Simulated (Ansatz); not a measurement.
**Changed inputs in constrained RPA: SrCuO3 (cubic perovskite) (Pm-3m)**

Aim: hold the target of a cRPA run on SrCuO3 (cubic perovskite) (Pm-3m) and move one thing at a time.

Calculated with Ansatz 0.2.0; constrained RPA on LDA, plane waves, PAW.

This is a report of a sequence of runs, with most program output left out.

The structure was built from a prototype and need not be the compound's stable phase.

## Step 1: The starting structure

Symmetry: Pm-3m, No. 221, cubic system. Conventional cell: a = 3.767 Å, b = 3.767 Å, c = 3.767 Å, α = 90.00°, β = 90.00°, γ = 90.00°. Nearest to Sr lie 12 O at 2.66 Å. Cu has 6 O at 1.88 Å nearest. Nearest to O lie 2 Cu at 1.88 Å and 4 Sr at 2.66 Å. Farther neighbours and most contacts between anions are not listed.

The structure was relaxed with LDA. The structure type comes from a generator and need not be one that this composition takes. The structure was generated from a model, not taken from a measurement. The runs that relaxed it are not among those shown. The program's search for lower electronic states was switched off, so nothing shows that the state found is the lowest. The default PAW set here is soft_2. Its files were made with PBE.

## Step 2: Base: Cu d + anion p, bands v13 to c1, 4×4×4 mesh, medium accuracy

Constrained RPA screens the interaction with every transition except those inside the target bands, which a later many-body model would treat itself.

The input, input.yaml:

```yaml
crystal:
  lattice:
    - [0.0, -3.76734982, 0.0]
    - [0.0, 0.0, 3.76734982]
    - [-3.76734982, 0.0, 0.0]
  atoms:
    - { symbol: Sr, position: [0.0, 0.0, 0.0] }
    - { symbol: Cu, position: [0.5, 0.5, 0.5] }
    - { symbol: O, position: [0.5, 0.5, 0.0] }
    - { symbol: O, position: [0.5, 0.0, 0.5] }
    - { symbol: O, position: [0.0, 0.5, 0.5] }
kpoints:
  mp_grid: { grid: [8, 8, 8] }
hamiltonian:
  xc: lda
scf:
  occupations: { method: gaussian, width: 0.08 }
  n_extra_bands: 19
  max_iter: 150
  lower_state_search: "off"
output:
  crpa:
    kmesh: [4, 4, 4]
    target_bands: [v13, c1]
    projections: [{ species: Cu, l: d, shell: 3 }, { species: O, l: p, shell: 2 }]
  local_orbitals:
    kmesh: [8, 8, 8]
    orbitals: [{ species: Cu, l: d, shell: 3 }, { species: O, l: p, shell: 2 }]
    window: { bands: [v13, c1] }
    seedname: lo
```

Started as:

```sh
$ ansatz run input.yaml --threads 4 --pin off --max-ram 9216MiB --backend cpu --events-out ev --progress --plain --runs-dir out
```

The job ended after 3.1 min (4 threads of Arm Neoverse V2, shared host; peak memory 0.67 GiB; 12 min of CPU time).

Numbers from this step:

```
U                                                 : 11.90 eV
U prime (inter-orbital)                           : 10.19 eV
J                                                 : 0.8589 eV
bare V                                            : 28.70 eV
bare J                                            : 1.009 eV
stated bound on U                                 : 0.01987 eV
U over bare V                                     : 0.4145
electrons in the window                           : 25.00
head of the constrained inverse dielectric matrix : 0.3508
least eigenvalue of the projection's overlap      : 0.7555
target functions                                  : 14
bands in the sums                                 : 50
r.m.s. miss of the model bands                    : 1.20e-4 eV
width of the target bands                         : 9.796 eV
weight of the projected orbitals in the window    : 0.9530
```

On the Cu d shell, screening brings the on-site interaction from 28.7 eV down to U = 11.90 eV.

## Step 3: Changed: 2×2×2 mesh

input.yaml, the sections that differ from step 2:

```yaml
output:
  crpa:
    kmesh: [2, 2, 2]
    target_bands: [v13, c1]
    projections: [{ species: Cu, l: d, shell: 3 }, { species: O, l: p, shell: 2 }]
# crystal, kpoints, hamiltonian, scf: as in step 2
```

Elapsed: 16 s, on 4 threads; peak memory 0.56 GiB; 55 s of CPU time.

Numbers from this step:

| Property | Result |
| --- | --- |
| U | 11.84 eV |
| U prime (inter-orbital) | 10.13 eV |
| J | 0.8588 eV |
| bare V | 28.76 eV |
| bare J | 1.010 eV |
| stated bound on U | 0.01757 eV |
| U over bare V | 0.4117 |
| electrons in the window | 25.00 |
| head of the constrained inverse dielectric matrix | 0.3323 |
| least eigenvalue of the projection's overlap | 0.7555 |
| target functions | 14 |
| bands in the sums | 50 |
| width of the target bands | 9.796 eV |
| weight of the projected orbitals in the window | 0.9530 |

On the Cu d shell, screening brings the on-site interaction from 28.8 eV down to U = 11.84 eV.

## Step 4: Changed: accuracy high

Changes to input.yaml since step 3:

```diff
@@ -22,4 +22,5 @@
   crpa:
-    kmesh: [2, 2, 2]
+    kmesh: [4, 4, 4]
     target_bands: [v13, c1]
     projections: [{ species: Cu, l: d, shell: 3 }, { species: O, l: p, shell: 2 }]
+    accuracy: high
```

Elapsed: 5.5 min, on 4 threads; peak memory 0.76 GiB.

Numbers from this step:

```yaml
u: 11.90 eV
u_prime_inter_orbital: 10.19 eV
j: 0.8590 eV
bare_v: 28.70 eV
bare_j: 1.009 eV
stated_bound_on_u: 0.001762 eV
u_over_bare_v: 0.4146
electrons_in_the_window: 25.00
head_of_the_constrained_inverse_dielectric_matrix: 0.3508
least_eigenvalue_of_the_projection_s_overlap: 0.7555
target_functions: 14
bands_in_the_sums: 50
width_of_the_target_bands: 9.796 eV
weight_of_the_projected_orbitals_in_the_window: 0.9530
```

On the Cu d shell, screening brings the on-site interaction from 28.7 eV down to U = 11.90 eV.

## Step 5: Changed: accuracy low

Changes to input.yaml since step 4:

```diff
@@ -25,2 +25,2 @@
     projections: [{ species: Cu, l: d, shell: 3 }, { species: O, l: p, shell: 2 }]
-    accuracy: high
+    accuracy: low
```

It took 2.7 min on 4 threads; peak memory 0.62 GiB; 10 min of CPU time.

Numbers from this step:

```
U                                                 : 11.89 eV
U prime (inter-orbital)                           : 10.18 eV
J                                                 : 0.8588 eV
bare V                                            : 28.70 eV
bare J                                            : 1.009 eV
stated bound on U                                 : 0.1183 eV
U over bare V                                     : 0.4144
electrons in the window                           : 25.00
head of the constrained inverse dielectric matrix : 0.3507
least eigenvalue of the projection's overlap      : 0.7555
target functions                                  : 14
bands in the sums                                 : 50
width of the target bands                         : 9.796 eV
weight of the projected orbitals in the window    : 0.9530
```

On the Cu d shell, screening brings the on-site interaction from 28.7 eV down to U = 11.89 eV.

## Step 6: Changed: a keyword of another program

Changes to input.yaml since step 5:

```diff
@@ -25,2 +25,2 @@
     projections: [{ species: Cu, l: d, shell: 3 }, { species: O, l: p, shell: 2 }]
-    accuracy: low
+    NCRPA_BANDS: 1
```

Elapsed: 0.02 s, on 4 threads; peak memory 0.023 GiB.

The program refused the input before any cycle.

The program's message: “Error: YAML parse error: error: line 26 column 5: unknown field `NCRPA_BANDS`, expected one of accuracy, bounded_pairs, pair_densities, n_empty_bands, n_guard_bands, ecut_chi, kmesh, target_bands, pro …”

The fault put into this input: a keyword of another program.

## Step 7: Changed: volume +6 %

The cell differs from the one that the last finished run ended in (a 3.767 → 3.841 Å, b 3.767 → 3.841 Å, c 3.767 → 3.841 Å).

input.yaml, the sections that differ from step 6:

```yaml
crystal:
  lattice:
    - [0.0, -3.841238183, 0.0]
    - [0.0, 0.0, 3.841238183]
    - [-3.841238183, 0.0, 0.0]
  atoms:
    - { symbol: Sr, position: [0.0, 0.0, 0.0] }
    - { symbol: Cu, position: [0.5, 0.5, 0.5] }
    - { symbol: O, position: [0.5, 0.5, 0.0] }
    - { symbol: O, position: [0.5, 0.0, 0.5] }
    - { symbol: O, position: [0.0, 0.5, 0.5] }
output:
  crpa:
    kmesh: [4, 4, 4]
    target_bands: [v13, c1]
    projections: [{ species: Cu, l: d, shell: 3 }, { species: O, l: p, shell: 2 }]
  local_orbitals:
    kmesh: [8, 8, 8]
    orbitals: [{ species: Cu, l: d, shell: 3 }, { species: O, l: p, shell: 2 }]
    window: { bands: [v13, c1] }
    seedname: lo
# kpoints, hamiltonian, scf: as in step 6
```

The job ended after 3.2 min (4 threads; peak memory 0.68 GiB; 12 min of CPU time).

This step gave:

```
U                                                 : 11.89 eV
U prime (inter-orbital)                           : 10.18 eV
J                                                 : 0.8575 eV
bare V                                            : 28.67 eV
bare J                                            : 1.008 eV
stated bound on U                                 : 0.02061 eV
U over bare V                                     : 0.4146
electrons in the window                           : 25.00
head of the constrained inverse dielectric matrix : 0.3569
least eigenvalue of the projection's overlap      : 0.7520
target functions                                  : 14
bands in the sums                                 : 50
r.m.s. miss of the model bands                    : 1.37e-4 eV
width of the target bands                         : 9.194 eV
weight of the projected orbitals in the window    : 0.9552
```

On the Cu d shell, screening brings the on-site interaction from 28.7 eV down to U = 11.89 eV.

## Step 8: Changed: volume +3 %

The cell differs from the one that the last finished run ended in (a 3.841 → 3.805 Å, b 3.841 → 3.805 Å, c 3.841 → 3.805 Å).

Changes to input.yaml since step 7:

```diff
@@ -2,5 +2,5 @@
   lattice:
-    - [0.0, -3.841238183, 0.0]
-    - [0.0, 0.0, 3.841238183]
-    - [-3.841238183, 0.0, 0.0]
+    - [0.0, -3.8046527393, 0.0]
+    - [0.0, 0.0, 3.8046527393]
+    - [-3.8046527393, 0.0, 0.0]
   atoms:
```

Elapsed: 3.1 min, on 4 threads; peak memory 0.68 GiB.

This step gave:

```yaml
u: 11.89 eV
u_prime_inter_orbital: 10.19 eV
j: 0.8583 eV
bare_v: 28.69 eV
bare_j: 1.008 eV
stated_bound_on_u: 0.02046 eV
u_over_bare_v: 0.4146
electrons_in_the_window: 25.00
head_of_the_constrained_inverse_dielectric_matrix: 0.3539
least_eigenvalue_of_the_projection_s_overlap: 0.7538
target_functions: 14
bands_in_the_sums: 50
r_m_s_miss_of_the_model_bands: 1.39e-4 eV
width_of_the_target_bands: 9.487 eV
weight_of_the_projected_orbitals_in_the_window: 0.9542
```

On the Cu d shell, screening brings the on-site interaction from 28.7 eV down to U = 11.89 eV.

## Step 9: Side by side

Times are wall times on 4 threads of Arm Neoverse V2, shared host, good to a factor of about two.

| run | bare V (eV) | U (eV) | J (eV) | bound on U (eV) | width (eV) | time |
| --- | --- | --- | --- | --- | --- | --- |
| target window | 28.70 | 11.897 | 0.859 | 0.0199 | 9.80 | 3.1 min |
| 2×2×2 mesh | 28.76 | 11.840 | 0.859 | 0.0176 | 9.80 | 16 s |
| accuracy high | 28.70 | 11.900 | 0.859 | 0.0018 | 9.80 | 5.5 min |
| accuracy low | 28.70 | 11.892 | 0.859 | 0.1183 | 9.80 | 2.7 min |
| volume +6 % | 28.67 | 11.886 | 0.857 | 0.0206 | 9.19 | 3.2 min |
| volume +3 % | 28.69 | 11.894 | 0.858 | 0.0205 | 9.49 | 3.1 min |

## Step 10: Summary of results

```yaml
target_window: U 11.90 eV, J 0.86 eV
2x2x2_mesh: U 11.84 eV, J 0.86 eV
accuracy_high: U 11.90 eV, J 0.86 eV
accuracy_low: U 11.89 eV, J 0.86 eV
volume_plus_6: U 11.89 eV, J 0.86 eV
volume_plus_3: U 11.89 eV, J 0.86 eV
```

What this shows: 2×2×2 mesh moves U by −0.06 eV at 0.086 times the time. Accuracy high moves U by +0.003 eV (within the solver's bounds, for the mean over orbitals). Accuracy low moves U by −0.005 eV (within the solver's bounds, for the mean over orbitals). Volume +6 % moves U by −0.01 eV (within the solver's bounds, for the mean over orbitals). Volume +3 % moves U by −0.003 eV (within the solver's bounds, for the mean over orbitals). The printed bound covers the solver alone, not the mesh, and no denser mesh than the base was run. The parent state is non-magnetic and the interaction static (zero frequency); U depends on the window and the orbitals, so it belongs to this model alone. A window that holds the anion p bands defines a model with explicit ligands; its U belongs to that model and is not the U of DFT+U.

[Paths, hosts, dates, memory and timing lines, banners, echoed tables and standing remarks are left out of the program output.]

[Logs are printed without paths, hosts, clocks, repeated set-up lines and the standing remarks that a program may print on its own settings, such as how far it seeks lower states.]

[Runs of the session that timed out or met a known fault of the program may be left out.]

[Hosts, paths, dates, database ids (printed as entryN), source tags and the programs' standing remarks are cut or masked in the printed files.]
